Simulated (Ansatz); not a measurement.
# CaTiSe3 (model cell, started as cubic perovskite with Ti in the octahedra): following an unstable mode, part 2 of 3

Aim: this structure of CaTiSe3 (model cell, started as cubic perovskite with Ti in the octahedra) is to be tested for unstable modes, and one is followed downhill.

Ansatz 0.2.0; DFT PBEsol, scalar-relativistic, plane waves, PAW; PAW set soft_1.

So far, highest frequency on the path or at a solved wavevector (cm⁻¹): step 2 (the dispersion) 288. Also lowest frequency on the path (cm⁻¹): step 2 -104.

The structure was built from a prototype and need not be the compound's stable phase.

### Step 5. Energy along the mode, all amplitudes (two of the runs are shown above)

An imaginary frequency means negative curvature, so the energy should fall and then rise again as anharmonic terms take over.

Numbers from this step:

| Property | Result |
| --- | --- |
| depth at the lowest point sampled | 121.8 meV/atom |
| largest atomic shift at that point | 0.6 Å |

The energy from the parent by largest atomic shift:

```tsv
largest atomic shift (Å)	energy from the parent (meV/atom)
0.000	0
0.040	-0.9
0.080	-3.60
0.140	-11.0
0.220	-26.6
0.320	-51.9
0.450	-87.3
0.600	-122
```

Displacement at unit largest shift by atom:

```tsv
atom	x (Å)	y (Å)	z (Å)	size
Ca1	0.00	0.00	0.00	0.00
Ca2	0.00	0.00	0.00	0.00
Ti3	0.00	0.00	0.00	0.00
Ti4	0.00	0.00	0.00	0.00
Se5	0.00	1.00	0.00	1.00
Se6	0.00	-1.00	0.00	1.00
Se7	0.00	0.00	-1.00	1.00
Se8	0.00	0.00	1.00	1.00
Se9	0.00	0.00	0.00	0.00
Se10	0.00	0.00	0.00	0.00
```

The lowest of the steps tried is the last one, at 0.6 Å, 122 meV/atom below the parent; the bottom of the well need not coincide with a step.

### Step 6. Relaxation from the frozen mode

Starting from the lowest point found, all atoms and the cell are let go, so that strain and other modes of the same symmetry can join in.

Contents of input.yaml:

```yaml
crystal:
  lattice:
    - [-4.9205037157, 0.0, 0.0]
    - [0.0, -4.9205037157, -4.9205037157]
    - [0.0, -4.9205037157, 4.9205037157]
  atoms:
    - { symbol: Ca, position: [0.0, 0.5, 0.5] }
    - { symbol: Ca, position: [0.0, 0.0, 0.0] }
    - { symbol: Ti, position: [0.5, 0.0, 0.5] }
    - { symbol: Ti, position: [0.5, 0.5, 0.0] }
    - { symbol: Se, position: [0.5, 0.1890306324, 0.1890306324] }
    - { symbol: Se, position: [0.5, 0.8109693676, 0.8109693676] }
    - { symbol: Se, position: [0.5, 0.3109693676, 0.6890306324] }
    - { symbol: Se, position: [0.5, 0.6890306324, 0.3109693676] }
    - { symbol: Se, position: [0.0, 0.0, 0.5] }
    - { symbol: Se, position: [0.0, 0.5, 0.0] }
kpoints:
  mp_grid: { grid: [8, 6, 6] }
hamiltonian:
  xc: pbesol
  pseudopotentials: { kind: paw, azcp: { folder: soft_1 }, xc_functional: pbe }
scf:
  occupations: { method: methfessel_paxton, width: 0.2 }
output:
  forces: true
  stress: true
  eigenvalues: true
relax:
  adjacent_minimum: "off"
  f_tol: 0.002
  max_steps: 120
  cell: { stress_tol: 0.03 }
```

The run is started by

```console
ansatz run input.yaml --threads 4 --pin off --max-ram 16384MiB --backend cpu --events-out ev --progress --plain --runs-dir out
```

Numbers of over 12 decimals in the logs are rounded to 6 here.

Output:

```text
[...]
Crystal: 10 atoms, lattice volume = 238.264 Å³
Basis set: ecut = 420 eV, 4685 PW (Γ), exchange–correlation on 72×96×96 points (8 copies of the dense FFT grid, shifted against one another)
Bands: 84, of which v1, the nominal top of the filled ones, is band 70 counted from 1 (69 counted from 0)
Symmetry: 16 space group operations
[...]
k-points: 50 of 288
[...]
SCF iter   1: F=—  HF=-41098.347406 eV  |F-HF|=—  |Δ(HF+E_count)|=         —  Δρ=9.57e-2  dr2=4.16e1  ethr=3.10e-3  ⟨swp⟩=7.8  Hψ=16268  notcnv=0
[...]
SCF iter  11: F=-41093.289065 eV  HF=-41093.289066 eV  |F-HF|=7.62e-8  |Δ(HF+E_count)|=   9.46e-8  S|Δr|=    0.00e0  Δρ=3.64e-6  dr2=5.25e-8  ethr=7.14e-11  ⟨swp⟩=11.9  Hψ=20168  notcnv=0
SCF 1 converged in 11 iterations: F = -41093.289065 eV  dr2 = 5.25e-8
[...]
relax step   1: F+E_penalty+E_count = -41093.28906549 eV  Δ(F+E_penalty+E_count) = +0.000e0 eV  max|allowed force component| = 4.578e-1 eV/Å  Δτ_max = 0.0000 Å  P = -1.629 GPa  Ω = 238.264 Å³  (11 SCF iters, dr2 threshold 1.00e-7 eV, accepted)
Crystal: 10 atoms, lattice volume = 228.445 Å³
Basis set: ecut = 420 eV, 4437 PW (Γ), exchange–correlation on 72×96×96 points (8 copies of the dense FFT grid, shifted against one another)
[...]
SCF iter   7: F=-41093.649705 eV  HF=-41093.649706 eV  |F-HF|=2.52e-7  |Δ(HF+E_count)|=   4.98e-6  S|Δr|=    0.00e0  Δρ=1.22e-5  dr2=2.97e-7  ethr=7.14e-10  ⟨swp⟩=6.6  Hψ=22278  notcnv=0
SCF 2 converged in 7 iterations: F = -41093.649705 eV  dr2 = 2.97e-7
[...]
relax step   2: F+E_penalty+E_count = -41093.64970535 eV  Δ(F+E_penalty+E_count) = -3.606e-1 eV  max|allowed force component| = 7.068e-2 eV/Å  Δτ_max = 0.1950 Å  P = +0.079 GPa  Ω = 228.445 Å³  energy of the carried Pulay correction = +8.110e-4 eV  (7 SCF iters, dr2 threshold 1.00e-6 eV, accepted)
Crystal: 10 atoms, lattice volume = 224.770 Å³
Basis set: ecut = 420 eV, 4377 PW (Γ), exchange–correlation on 72×96×96 points (8 copies of the dense FFT grid, shifted against one another)
[...]
SCF iter   7: F=-41093.758769 eV  HF=-41093.758769 eV  |F-HF|=1.74e-7  |Δ(HF+E_count)|=   2.63e-6  S|Δr|=    0.00e0  Δρ=1.39e-5  dr2=2.36e-7  ethr=7.14e-10  ⟨swp⟩=10.1  Hψ=25312  notcnv=0
SCF 3 converged in 7 iterations: F = -41093.758769 eV  dr2 = 2.36e-7
[...]
relax step   3: F+E_penalty+E_count = -41093.75876914 eV  Δ(F+E_penalty+E_count) = -1.091e-1 eV  max|allowed force component| = 3.786e-1 eV/Å  Δτ_max = 0.1494 Å  P = -0.102 GPa  Ω = 224.770 Å³  energy of the carried Pulay correction = +1.123e-3 eV  (7 SCF iters, dr2 threshold 1.00e-6 eV, accepted)
[...]
relax step   4: F+E_penalty+E_count = -41093.77360905 eV  Δ(F+E_penalty+E_count) = -1.484e-2 eV  max|allowed force component| = 1.927e-1 eV/Å  Δτ_max = 0.0853 Å  P = +1.593 GPa  Ω = 220.983 Å³  energy of the carried Pulay correction = +1.451e-3 eV  (6 SCF iters, dr2 threshold 1.00e-6 eV, accepted)
[...]
relax step   5: F+E_penalty+E_count = -41093.80219052 eV  Δ(F+E_penalty+E_count) = -2.858e-2 eV  max|allowed force component| = 2.741e-2 eV/Å  Δτ_max = 0.0122 Å  P = -0.324 GPa  Ω = 226.470 Å³  energy of the carried Pulay correction = +9.784e-4 eV  (6 SCF iters, dr2 threshold 1.00e-6 eV, accepted)
[...]
relax step   6: F+E_penalty+E_count = -41093.80478299 eV  Δ(F+E_penalty+E_count) = -2.592e-3 eV  max|allowed force component| = 4.308e-3 eV/Å  Δτ_max = 0.0108 Å  P = -0.025 GPa  Ω = 225.307 Å³  energy of the carried Pulay correction = +1.077e-3 eV  (5 SCF iters, dr2 threshold 4.03e-7 eV, accepted)
[...]
relax step   7: F+E_penalty+E_count = -41093.80480997 eV  Δ(F+E_penalty+E_count) = -2.698e-5 eV  max|allowed force component| = 3.534e-4 eV/Å  Δτ_max = 0.0007 Å  P = -0.002 GPa  Ω = 225.228 Å³  energy of the carried Pulay correction = +1.084e-3 eV  (6 SCF iters, dr2 threshold 6.93e-9 eV, accepted)
Basis set: ecut = 420 eV, 4385 PW (Γ), exchange–correlation on 72×90×90 points (8 copies of the dense FFT grid, shifted against one another)
[...]
SCF iter   7: F=-41093.803473 eV  HF=-41093.803473 eV  |F-HF|=2.91e-11  |Δ(HF+E_count)|=  1.46e-11  S|Δr|=    0.00e0  Δρ=9.14e-8  dr2=2.98e-11  ethr=1.00e-12  ⟨swp⟩=4.9  Hψ=15369  notcnv=0
SCF 8 converged in 7 iterations: F = -41093.803473 eV  dr2 = 2.98e-11
relax step   8: F+E_penalty+E_count = -41093.80347276 eV  Δ(F+E_penalty+E_count) = +1.337e-3 eV  max|allowed force component| = 4.807e-4 eV/Å  Δτ_max = 0.0000 Å  P = +0.000 GPa  Ω = 225.228 Å³  stress off target by 3.33e-3 GPa  SCF on the basis re-selected at this cell (its energy is not comparable with the rows above)  (7 SCF iters)
basis re-selected at this cell: Δ(F+E_penalty+E_count) = +1.337e-3 eV, ΔP = +0.002 GPa vs the last step (what re-selecting the basis moved, of the pressure what is left beyond the Pulay correction that the steps carried, after the strain that the cell walked since its last selection, with what the two solves' SCF thresholds leave and, on support functions, any second-order correction that the steps lacked; it is no measure of the basis error at this ecutwfc). The dense FFT grid was sized anew with the basis: this SCF ran on 36×45×45 points, the steps before it on 36×48×48, so part of this shift can come from that change (see relax.cell in the input reference). [rest of the remark cut]
SCF converged after 7 iterations
[...]
Free energy (F): -41093.803473 eV
[...]
Internal energy: -41093.803979 eV  (E = F + TS)
E sigma→0 (E₀):  -41093.803599 eV
Entropy (-TS):   0.000506 eV (0.051 meV/atom)
Fermi energy:    9.334741 eV
[...]
--- Forces (eV/Å), atoms counted from 1 ---
  atom   1  Ca    -0.00000000     0.00000000    -0.00000000
  atom   2  Ca     0.00000000     0.00000000     0.00000000
  atom   3  Ti     0.00000000     0.00000000    -0.00000000
  atom   4  Ti    -0.00000000     0.00000000    -0.00000000
  atom   5  Se    -0.00000000     0.00048073     0.00000000
  atom   6  Se     0.00000000    -0.00048073    -0.00000000
  atom   7  Se    -0.00000000    -0.00000000    -0.00048073
  atom   8  Se     0.00000000     0.00000000     0.00048073
  atom   9  Se    -0.00000000     0.00000000     0.00000000
  atom  10  Se    -0.00000000     0.00000000     0.00000000
  max |Σ_I F_I| component: 4.34e-19 eV/Å
--- Stress (GPa, compression-positive) ---
       -0.003330      -0.000000       0.000000
       -0.000000       0.002384      -0.000000
        0.000000      -0.000000       0.002384
  P = ⅓ Tr σ = 0.0005 GPa (0.005 kbar)
--- Band table (eV; the first three rows and the last of 50) ---
  k-point 0: bands = [... 66 lower, 8.0986, 8.5342, 9.0547, 9.0547, 9.5039, 9.8075, 9.8944, 9.8944, ... 10 higher]
  k-point 1: bands = [... 66 lower, 8.0741, 8.2861, 8.8904, 9.2100, 9.2911, 9.3226, 10.0967, 10.4554, ... 10 higher]
  k-point 2: bands = [... 66 lower, 7.7669, 7.9115, 8.3741, 8.9078, 9.5691, 9.7347, 10.3107, 10.3307, ... 10 higher]
  k-point 49: bands = [... 66 lower, 7.5289, 7.5289, 8.2401, 8.2401, 10.4141, 10.4141, 10.4505, 10.4505, ... 10 higher]
--- Relaxed structure (7 steps of the walk, 7 accepted, 1 SCFs on fresh bases) ---
  F+E_penalty+E_count = -41093.80347276 eV   max|allowed force component| = 4.807e-4 eV/Å   (the final SCF, on the basis selected at the relaxed cell)
  cell:  # Å, volume = 225.2276 Å³
    - [-5.188521, 0, 0]
    - [0, -4.658799, -4.658799]
    - [0, -4.658799, 4.658799]
  atoms:
    - { symbol: Ca, position: [0, 0.500000, 0.500000] }
    - { symbol: Ca, position: [0, -1.5864749003212762e-19, -1.233924922472105e-19] }
    - { symbol: Ti, position: [0.5, 0.0, 0.500000] }
    - { symbol: Ti, position: [0.5, 0.500000, 0.0] }
    - { symbol: Se, position: [0.5, 0.160295, 0.160295] }
    - { symbol: Se, position: [0.5, 0.839705, 0.839705] }
    - { symbol: Se, position: [0.5, 0.339705, 0.660295] }
    - { symbol: Se, position: [0.5, 0.660295, 0.339705] }
    - { symbol: Se, position: [0, 0.0, 0.500000] }
    - { symbol: Se, position: [0, 0.500000, 0.0] }
```

Wall time 2.5 min (4 threads of Arm Neoverse V1, shared host); peak memory 1.2 GiB; 9.9 min of CPU time.

Step by step:

```tsv
step	energy less that of the first step (eV)	largest force component (eV/Å)	pressure (GPa)	volume (Å³)
1	0.0000	0.4578	-1.63	238.26
2	-0.3606	0.0707	0.08	228.45
3	-0.4697	0.3786	-0.10	224.77
4	-0.4845	0.1927	1.59	220.98
5	-0.5131	0.0274	-0.32	226.47
6	-0.5157	0.0043	-0.02	225.31
7	-0.5157	0.0004	0.00	225.23
8*	-0.5144	0.0005	0.00	225.23
```

Relaxation steps marked * repeat the geometry before them on a plane-wave basis chosen anew for their cell, so energy and pressure can jump there.

Forces are held to the 16 operations that the run works with; a distortion that breaks them can't arise in this run.

```tsv
cell as run	before	after	change
a (Å)	4.921	5.189	+5.4 %
b (Å)	6.959	6.589	-5.3 %
c (Å)	6.959	6.589	-5.3 %
volume (Å³/atom)	23.83	22.52	-5.5 %
```

The atoms that moved most (Å, as changes of fractional coordinates times the final cell):

```tsv
atom	dx	dy	dz	length
Se6	0.000	-0.268	0.000	0.268
Se5	0.000	0.268	0.000	0.268
Se8	0.000	0.000	0.268	0.268
Se7	0.000	0.000	-0.268	0.268
```

Final coordinates:

```cif
data_structure
_symmetry_space_group_name_H-M 'P 1'
_symmetry_Int_Tables_number 1
_cell_length_a 5.1885
_cell_length_b 6.5885
_cell_length_c 6.5885
_cell_angle_alpha 90.000
_cell_angle_beta 90.000
_cell_angle_gamma 90.000
_cell_volume 225.23
loop_
_atom_site_label
_atom_site_type_symbol
_atom_site_fract_x
_atom_site_fract_y
_atom_site_fract_z
_atom_site_occupancy
Ca1 Ca 0.00000 0.50000 0.50000 1
Ca2 Ca 0.00000 0.00000 0.00000 1
Ti3 Ti 0.50000 0.00000 0.50000 1
Ti4 Ti 0.50000 0.50000 0.00000 1
Se5 Se 0.50000 0.16029 0.16029 1
Se6 Se 0.50000 0.83971 0.83971 1
Se7 Se 0.50000 0.33971 0.66029 1
Se8 Se 0.50000 0.66029 0.33971 1
Se9 Se 0.00000 0.00000 0.50000 1
Se10 Se 0.00000 0.50000 0.00000 1
```

This step gave:

| Quantity | Value |
| --- | --- |
| pressure | 4.80e-4 GPa |
| volume per atom | 22.52 Å³ |

The distorted start has space group P4/mbm; the relaxation ends in P4/mbm.

### Step 7. The new phase in its own primitive cell

The relaxed structure is symmetrised, reduced to its primitive cell and relaxed tightly, as its phonons need.

input.yaml, the sections that differ from step 6:

```yaml
crystal:
  lattice:
    - [6.588537019, 0.0, 0.0]
    - [0.0, 6.588537019, 0.0]
    - [0.0, 0.0, 5.1885213402]
  atoms:
    - { symbol: Ca, position: [0.5, 0.0, 0.0] }
    - { symbol: Ca, position: [0.0, 0.5, 0.0] }
    - { symbol: Ti, position: [0.0, 0.0, 0.5] }
    - { symbol: Ti, position: [0.5, 0.5, 0.5] }
    - { symbol: Se, position: [0.1602949958, 0.6602949958, 0.5] }
    - { symbol: Se, position: [0.8397050042, 0.3397050042, 0.5] }
    - { symbol: Se, position: [0.3397050042, 0.1602949958, 0.5] }
    - { symbol: Se, position: [0.6602949958, 0.8397050042, 0.5] }
    - { symbol: Se, position: [0.0, 0.0, 0.0] }
    - { symbol: Se, position: [0.5, 0.5, 0.0] }
kpoints:
  mp_grid: { grid: [6, 6, 8] }
relax:
  adjacent_minimum: "off"
  f_tol: 0.001
  max_steps: 60
  cell: { stress_tol: 0.01 }
# hamiltonian, scf, output: as in step 6
```

Output:

```text
[...]
Crystal: 10 atoms, lattice volume = 225.228 Å³
Basis set: ecut = 420 eV, 4385 PW (Γ), exchange–correlation on 90×90×72 points (8 copies of the dense FFT grid, shifted against one another)
Bands: 84, of which v1, the nominal top of the filled ones, is band 70 counted from 1 (69 counted from 0)
Symmetry: 16 space group operations
[...]
k-points: 50 of 288
[...]
- { symbol: Ti, position: [0.0, 0.0, 0.500000] }
    - { symbol: Ti, position: [0.500000, 0.500000, 0.500000] }
    - { symbol: Se, position: [0.160295, 0.6602949958, 0.500000] }
    - { symbol: Se, position: [0.839705, 0.3397050042, 0.500000] }
    - { symbol: Se, position: [0.3397050042, 0.160295, 0.500000] }
    - { symbol: Se, position: [0.6602949958, 0.839705, 0.500000] }
    - { symbol: Se, position: [0.0, 0.0, 0.0] }
    - { symbol: Se, position: [0.500000, 0.500000, 0.0] }
[key lines of the parts left out:]
SCF converged after 6 iterations
Free energy (F): -41093.803473 eV
Fermi energy:    9.334741 eV
P = ⅓ Tr σ = 0.0005 GPa (0.005 kbar)
```

It took 46 s on 4 threads; peak memory 1.2 GiB; 3.1 min of CPU time.

Little changed from the start: no atom moved by 0.005 Å and no cell edge by 0.1 %.

Numbers from this step:

| Quantity | Value |
| --- | --- |
| pressure | 4.83e-4 GPa |

The largest force component left is 0.34 meV/Å and the pressure is 0.000 GPa, within the tolerances set. The cell now holds 22.52 Å³/atom.

(Part 2 of 3 ends here.)

[Logs are printed without paths, hosts, clocks, repeated set-up lines and the standing remarks that a program may print on its own settings, such as how far it seeks lower states.]

[Hosts, paths, dates, database ids (printed as entryN), source tags and the programs' standing remarks are cut or masked in the printed files.]
